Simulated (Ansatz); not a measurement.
## What NaVSe3 (model cell, started as cubic perovskite with V in the octahedra) distorts into

Wanted: the energy along a soft mode of NaVSe3 (model cell, started as cubic perovskite with V in the octahedra) and the structure at the end.

Program: Ansatz 0.2.0. Level of theory: DFT PBE, scalar-relativistic, plane waves, PAW; PAW set soft_1. Results are calculated unless marked as measured.

Most raw output is cut from this account.

The structure was built from a prototype and need not be the compound's stable phase.

## 1. The starting structure

It takes space group Pm-3m (No. 221, cubic). The conventional cell has a = 4.893 Å, b = 4.893 Å, c = 4.893 Å, α = 90.00°, β = 90.00°, γ = 90.00°. Nearest to Na lie 12 Se at 3.46 Å. Nearest to V lie 6 Se at 2.45 Å. Nearest to Se lie 2 V at 2.45 Å and 4 Na at 3.46 Å. Farther neighbours and most contacts between anions are not listed.

## 2. Response at finite wavevector

The cell comes from relaxations at this level that are not shown. Stability and thermal properties need the whole zone. Linear response on a 2×2×2 q mesh gives force constants as far as a supercell of that size would.

Contents of input.yaml:

```yaml
crystal:
  lattice:
    - [4.8932201373, 0.0, 0.0]
    - [0.0, 4.8932201373, 0.0]
    - [0.0, 0.0, 4.8932201373]
  atoms:
    - { symbol: Na, position: [0.0, 0.0, 0.0] }
    - { symbol: V, position: [0.5, 0.5, 0.5] }
    - { symbol: Se, position: [0.5, 0.5, 0.0] }
    - { symbol: Se, position: [0.5, 0.0, 0.5] }
    - { symbol: Se, position: [0.0, 0.5, 0.5] }
kpoints:
  mp_grid: { grid: [8, 8, 8] }
hamiltonian:
  xc: pbe
  pseudopotentials: { kind: paw, azcp: { folder: soft_1 } }
scf:
  occupations: { method: methfessel_paxton, width: 0.2 }
output:
  eigenvalues: true
phonons:
  method: dfpt
  qmesh: [2, 2, 2]
  temperatures: { t_max: 1000, t_step: 50 }
  qpath:
    path:
      - [[0.0, 0.0, 0.0], [0.0, 0.5, 0.0], [0.5, 0.5, 0.0], [0.0, 0.0, 0.0], [0.5, 0.5, 0.5], [0.0, 0.5, 0.0]]
      - [[0.5, 0.5, 0.5], [0.5, 0.5, 0.0]]
    npoints: 10
```

Started as:

```bash
$ ansatz run input.yaml --threads 4 --pin off --max-ram 16384MiB --backend cpu --events-out ev --progress --plain --runs-dir out
```

It took 8.6 min on 4 threads of Arm Neoverse V1, shared host; peak memory 1.8 GiB; 34 min of CPU time.

This run has no spin polarisation, although V can carry a moment.

Numbers from this step:

| Item | Value |
| --- | --- |
| volume per atom | 23.43 Å³ |
| gap on the k-mesh | 0 eV |
| sum-rule residual before enforcement | 5.46e-5 eV/Å² |
| lowest frequency on the path | -132.8 cm⁻¹ |
| point group | m-3m |
| highest frequency on the path or at a solved wavevector | 251.7 cm⁻¹ |
| highest optical mode at the zone centre (no LO-TO term) | 200.2 cm⁻¹ |
| lowest optical zone-centre mode | -132.8 cm⁻¹ |
| lowest mode on the q mesh (acoustic modes at Γ apart) | -132.8 cm⁻¹ |

Frequencies (cm⁻¹) solved at each irreducible wavevector; negative means imaginary. Frequencies by wavevector, by row:

```tsv
q in reciprocal lattice units	star	mode 1	mode 2	mode 3	mode 4	mode 13	mode 14	mode 15
0 0 0	1	-132.8	-132.8	-132.8	0	200.2	200.2	200.2
0 0 -0.5	3	-122.6	-122.6	4.3	4.3	190.2	190.2	206.3
0 -0.5 -0.5	3	-114.1	-48.7	-46.3	-46.3	127.7	178.8	230.2
-0.5 -0.5 -0.5	1	-91.2	-91.2	-49.2	-49.2	126.8	126.8	251.7
```

Interpolated from a 2×2×2 q mesh. Phonon branches along the path, in cm⁻¹:

```tsv
point	branch 1	branch 2	branch 3	branch 4	branch 12	branch 13	branch 14	branch 15
Γ	-133	-133	-133	0	36	200	200	200
halfway	-127	-127	-76	10	79	196	196	203
X	-123	-123	4	4	125	190	190	206
halfway	-117	-79	-31	-20	126	142	185	225
M	-114	-49	-46	-46	126	128	179	230
halfway	-121	-78	-74	-28	100	167	191	219
Γ	-133	-133	-133	0	36	200	200	200
halfway	-73	-73	-73	-33	105	156	156	235
R	-91	-91	-49	-49	127	127	127	252
halfway	-78	-70	-36	-35	124	124	140	242
X	-123	-123	4	4	125	190	190	206
jump to R	-91	-91	-49	-49	127	127	127	252
halfway	-76	-49	-45	-36	119	119	127	247
M	-114	-49	-46	-46	126	128	179	230
```

Symmetry leaves 4 wavevectors to solve. The lowest mode among them, the acoustic zeros apart, lies at Γ and is imaginary, 132.8i cm⁻¹, so the energy falls along it.

## 3. The mode frozen in, largest atomic shift 0 Å

The mode followed lies at Γ with frequency 132.8i cm⁻¹ and is 3-fold degenerate, the softest among the wavevectors solved. At small amplitude the distorted cell has space group no. 99 by a symmetry search on the positions. The undistorted cell that holds it gives the zero of energy on the same k mesh.

input.yaml, the sections that differ from step 2:

```yaml
output:
  forces: true
  stress: true
  eigenvalues: true
# crystal, kpoints, hamiltonian, scf: as in step 2
# phonons: removed
```

The job ended after 3.7 s (4 threads; peak memory 0.51 GiB).

This step gave:

```yaml
pressure: -0.004715 GPa
energy_from_the_undistorted_cell: 0 meV/atom
```

The run ends at a pressure of 0.00 GPa.

## 4. The mode frozen in, largest atomic shift 0.32 Å

The atoms are moved along the unstable eigenvector, the largest shift by 0.32 Å, with the cell fixed.

input.yaml, the sections that differ from step 3:

```yaml
crystal:
  lattice:
    - [4.8932201373, 0.0, 0.0]
    - [0.0, 4.8932201373, 0.0]
    - [0.0, 0.0, 4.8932201373]
  atoms:
    - { symbol: Na, position: [0.0, -0.0009095011, 0.0] }
    - { symbol: V, position: [0.5, 0.5653966082, 0.5] }
    - { symbol: Se, position: [0.5, 0.4774538868, 0.0] }
    - { symbol: Se, position: [0.5, 0.0031718746, 0.5] }
    - { symbol: Se, position: [0.0, 0.4774538868, 0.5] }
# kpoints, hamiltonian, scf, output: as in step 3
```

Elapsed: 20 s, on 4 threads; peak memory 0.59 GiB; 79 s of CPU time.

Numbers from this step:

```
pressure                         : 1.734 GPa
energy from the undistorted cell : -20.33 meV/atom
```

The energy, extrapolated to zero smearing, is -20.33 meV/atom against the undistorted cell.

The run ends at a pressure of 1.73 GPa, with forces up to 1.1 eV/Å.

## 5. Energy along the mode, all amplitudes (two of the runs are shown above)

An imaginary frequency means negative curvature, so the energy should fall and then rise again as anharmonic terms take over.

This step gave:

```
depth at the lowest point sampled  : 20.33 meV/atom
largest atomic shift at that point : 0.32 Å
```

Energy from the parent against largest atomic shift:

```tsv
largest atomic shift (Å)	energy from the parent (meV/atom)
0.000	0
0.040	-0.677
0.080	-2.54
0.140	-6.58
0.220	-13.3
0.320	-20.3
0.450	14.9
```

Displacement at unit largest shift by atom:

```tsv
atom	x (Å)	y (Å)	z (Å)	size
Na1	0.00	-0.01	0.00	0.01
V2	0.00	1.00	0.00	1.00
Se3	0.00	-0.34	0.00	0.34
Se4	0.00	0.05	0.00	0.05
Se5	0.00	-0.34	0.00	0.34
```

The lowest of the steps tried is at 0.32 Å, 20.3 meV/atom below the parent; the bottom of the well need not coincide with a step.

## 6. Relaxing from the distorted cell

Starting from the lowest point found, all atoms and the cell are let go, so that strain and other modes of the same symmetry can join in.

input.yaml: that of step 4 with these lines changed.

```diff
@@ -22 +22,6 @@
   eigenvalues: true
+relax:
+  adjacent_minimum: "off"
+  f_tol: 0.002
+  max_steps: 120
+  cell: { stress_tol: 0.03 }
```

The job ended after 5.6 min (4 threads; peak memory 0.66 GiB).

Step by step (22 of 25):

```tsv
step	energy less that of the first step (eV)	largest force component (eV/Å)	pressure (GPa)	volume (Å³)
1	0.0000	1.0875	1.73	117.16
2	-0.1298	0.5027	-0.08	117.71
3	-0.1743	0.2523	-0.15	119.28
4	-0.2483	0.2415	0.35	121.11
6	-0.3257	0.0688	0.03	124.90
7	-0.3275	0.0382	-0.07	125.54
8	-0.3293	0.0469	-0.14	125.65
9	-0.3319	0.0559	-0.13	125.75
10	-0.3512	0.0533	0.19	125.72
11	-0.3539	0.1174	0.39	126.93
12	-0.3463	0.1006	-0.76	129.95
14	-0.3569	0.1629	0.35	126.99
15	-0.3585	0.0075	0.01	127.43
16	-0.3585	0.0113	-0.01	127.40
17	-0.3585	0.0001	0.00	127.39
18*	-0.3879	0.0146	0.35	127.39
19	-0.3998	0.0707	0.06	130.40
20	-0.4057	0.0191	-0.09	132.29
22	-0.4105	0.0195	-0.04	135.06
23	-0.4106	0.0054	0.00	135.18
24	-0.4106	0.0011	0.00	135.21
25*	-0.4126	0.0016	0.00	135.21
```

Relaxation steps marked * repeat the geometry before them on a plane-wave basis chosen anew for their cell, so energy and pressure can jump there. Other such steps can lie between the rows shown. Relaxation steps 12, 14 were tried and not accepted.

The run keeps the 8 symmetry operations that it works with, so distortions that break them were not tested.

```tsv
cell as run	before	after	change
a (Å)	4.893	4.614	-5.7 %
b (Å)	4.893	6.352	+29.8 %
c (Å)	4.893	4.614	-5.7 %
volume (Å³/atom)	23.43	27.04	+15.4 %
```

The atoms that moved most (Å, as changes of fractional coordinates times the final cell):

```tsv
atom	dx	dy	dz	length
Na1	0.000	-0.813	0.000	0.813
V2	0.000	0.466	0.000	0.466
Se3	0.000	0.218	0.000	0.218
Se5	0.000	0.218	0.000	0.218
Se4	0.000	-0.089	0.000	0.089
```

Final coordinates:

```cif
data_structure
_symmetry_space_group_name_H-M 'P 1'
_symmetry_Int_Tables_number 1
_cell_length_a 4.6136
_cell_length_b 6.3523
_cell_length_c 4.6136
_cell_angle_alpha 90.000
_cell_angle_beta 90.000
_cell_angle_gamma 90.000
_cell_volume 135.21
loop_
_atom_site_label
_atom_site_type_symbol
_atom_site_fract_x
_atom_site_fract_y
_atom_site_fract_z
_atom_site_occupancy
Na1 Na 0.00000 0.87114 0.00000 1
V2 V 0.50000 0.63877 0.50000 1
Se3 Se 0.50000 0.51175 0.00000 1
Se4 Se 0.50000 0.98916 0.50000 1
Se5 Se 0.00000 0.51175 0.50000 1
```

Numbers from this step:

```yaml
pressure: -8.10e-4 GPa
volume_per_atom: 27.04 Å³
```

The distorted start has space group P4mm; the relaxation ends in P4mm.

## 7. The new phase in its own primitive cell

The relaxed structure is symmetrised, reduced to its primitive cell and relaxed tightly, as its phonons need.

input.yaml, the sections that differ from step 6:

```yaml
crystal:
  lattice:
    - [4.6136020482, 0.0, 0.0]
    - [0.0, 4.6136020482, 0.0]
    - [0.0, 0.0, 6.3522969207]
  atoms:
    - { symbol: Na, position: [0.0, 0.0, 0.1288609991] }
    - { symbol: V, position: [0.5, 0.5, 0.3612275672] }
    - { symbol: Se, position: [0.5, 0.0, 0.4882499847] }
    - { symbol: Se, position: [0.5, 0.5, 0.010844709] }
    - { symbol: Se, position: [0.0, 0.5, 0.4882499847] }
kpoints:
  mp_grid: { grid: [8, 8, 6] }
relax:
  adjacent_minimum: "off"
  f_tol: 0.001
  max_steps: 60
  cell: { stress_tol: 0.01 }
# hamiltonian, scf, output: as in step 6
```

Elapsed: 53 s, on 4 threads; peak memory 0.62 GiB.

Relaxation path:

```tsv
step	energy less that of the first step (eV)	largest force component (eV/Å)	pressure (GPa)	volume (Å³)
1	0.0000	0.0018	0.00	135.21
2	0.0000	0.0022	0.00	135.31
3	0.0000	0.0022	0.00	135.63
4	0.0000	0.0002	0.00	135.67
5*	-0.0001	0.0001	0.00	135.67
```

Relaxation steps marked * repeat the geometry before them on a plane-wave basis chosen anew for their cell, so energy and pressure can jump there.

Forces are held to the 8 operations that the run works with; a distortion that breaks them can't arise in this run.

```tsv
conventional cell, symmetrised	before	after	change
a (Å)	4.614	4.612	-0.0 %
b (Å)	4.614	4.612	-0.0 %
c (Å)	6.352	6.379	+0.4 %
volume (Å³/atom)	27.04	27.13	+0.3 %
```

Final coordinates:

```xyz
5
Lattice="4.6118 0.0000 0.0000 0.0000 4.6118 0.0000 0.0000 0.0000 6.3787" Properties=species:S:1:pos:R:3 pbc="T T T"
Na    0.0000    0.0000    0.8269
V     2.3059    2.3059    2.3017
Se    2.3059    0.0000    3.1100
Se    2.3059    2.3059    0.0755
Se    0.0000    2.3059    3.1100
```

This step gave:

```yaml
pressure: 4.48e-4 GPa
volume_per_atom: 27.13 Å³
```

The largest force component left is 0.14 meV/Å and the pressure is 0.000 GPa, within the tolerances set. The cell now holds 27.13 Å³/atom.

## 8. Modes of the new phase, k-mesh 8×8×6

A relaxed structure may still be a saddle point, so its zone-centre modes are computed. No field response is asked, since the mesh shows no gap.

input.yaml, the sections that differ from step 7:

```yaml
crystal:
  lattice:
    - [4.611805004, 0.0, 0.0]
    - [0.0, 4.611805004, 0.0]
    - [0.0, 0.0, 6.3786790883]
  atoms:
    - { symbol: Na, position: [0.0, 0.0, 0.1296283472] }
    - { symbol: V, position: [0.5, 0.5, 0.3608488586] }
    - { symbol: Se, position: [0.5, 0.0, 0.4875594805] }
    - { symbol: Se, position: [0.5, 0.5, 0.0118370779] }
    - { symbol: Se, position: [0.0, 0.5, 0.4875594805] }
output:
  eigenvalues: true
phonons:
  method: dfpt
# kpoints, hamiltonian, scf: as in step 7
# relax: removed
```

It took 3.3 min on 4 threads; peak memory 2 GiB; 13 min of CPU time.

This step gave:

| Property | Result |
| --- | --- |
| sum-rule residual before enforcement | 1.60e-5 eV/Å² |
| point group | 4mm |
| highest optical mode at the zone centre (no LO-TO term) | 378.4 cm⁻¹ |
| lowest optical zone-centre mode | -101.8 cm⁻¹ |

Patterns of degenerate modes are one choice out of their space. The modes at Γ (shares of kinetic energy by element, %) (negative means imaginary):

```tsv
mode	frequency (cm⁻¹)	symmetry	Na %	V %	Se %
1	-101.8	E	0	32	68
2	-101.8	E	0	32	68
3	0.0	acoustic	7	16	76
4	0.0	acoustic	7	16	76
5	0.0	acoustic	7	16	76
6	83.2	B1	0	0	100
7	88.8	A1	92	3	5
8	89.1	E	37	8	56
9	89.1	E	37	8	56
10	93.4	E	56	13	32
11	93.4	E	56	13	32
12	141.8	A1	0	15	84
13	228.9	E	0	31	69
14	228.9	E	0	31	69
15	378.4	A1	0	65	34
```

Displacements in mode 1 (-101.8 cm⁻¹), the largest set to 1:
```
Na1  0.02 -0.06  0.00
V2   0.25 -0.91  0.00
Se3 -0.27 -0.04  0.00
Se4  0.10 -0.36  0.00
Se5  0.01  1.00  0.00
```

Displacements in mode 6 (83.2 cm⁻¹), the largest set to 1:
```
Na1  0.00  0.00  0.00
V2   0.00  0.00  0.00
Se3  0.00  0.00 -1.00
Se4  0.00  0.00  0.00
Se5  0.00  0.00  1.00
```

Before it was imposed, the acoustic sum rule was missed by 1.6e-5 eV/Å². Small misses are needed for a sound result but don't prove that mesh and cutoff are converged. The lowest optical mode is imaginary, 101.8i cm⁻¹, so the energy falls along it.

## 9. Outcome

```
unstable mode of the parent                                                      : q = (0, 0, 0), 133i cm⁻¹
depth at the lowest point sampled                                                : 20.3 meV/atom
largest atomic shift at that point                                               : 0.32 Å
space group reached (within 0.01 Å)                                              : P4mm
energy gained over the parent (first relaxation, on the mesh of the frozen mode) : 103 meV/atom
volume per atom, phase reached                                                   : 27.1 Å³
lowest optical zone-centre mode, phase reached                                   : -102 cm⁻¹
highest optical mode at the zone centre (no LO-TO term), phase reached           : 378 cm⁻¹
```

Along this mode the structure falls into P4mm, 103 meV/atom below the parent. At the parent's cell the well is 20.33 meV/atom deep on the steps tried, with its lowest point at a shift of 0.32 Å. Relaxing atoms and cell changes the gain by +82.95 meV/atom against the lowest step (energies at zero smearing). Most of the total comes from this relaxation. The new phase still has an imaginary mode at the zone centre of its cell, so it is a saddle point on the way to a lower structure. Of the 5 patterns followed to their end from this parent, this one ends 29.0 meV/atom above the lowest, Amm2. Another end point lies within 1 meV/atom; how such a difference moves with mesh and cutoff was not tested. Each path keeps the symmetry of its pattern, so a lower phase may lie along a pattern not tried. With no gap, or one that is small against the smearing, the frequencies hang on the k mesh and the smearing, most of all near Kohn anomalies. The phonon runs are without spin polarisation, although V often carries a moment. A phonon run warned that its eigensolver left some bands unconverged in a pass. The starting cell was built on a prototype and not taken from a measurement, so the phase need not exist.

[Logs are printed without paths, hosts, clocks, repeated set-up lines and the standing remarks that a program may print on its own settings, such as how far it seeks lower states.]

[Hosts, paths, dates, database ids (printed as entryN), source tags and the programs' standing remarks are cut or masked in the printed files.]
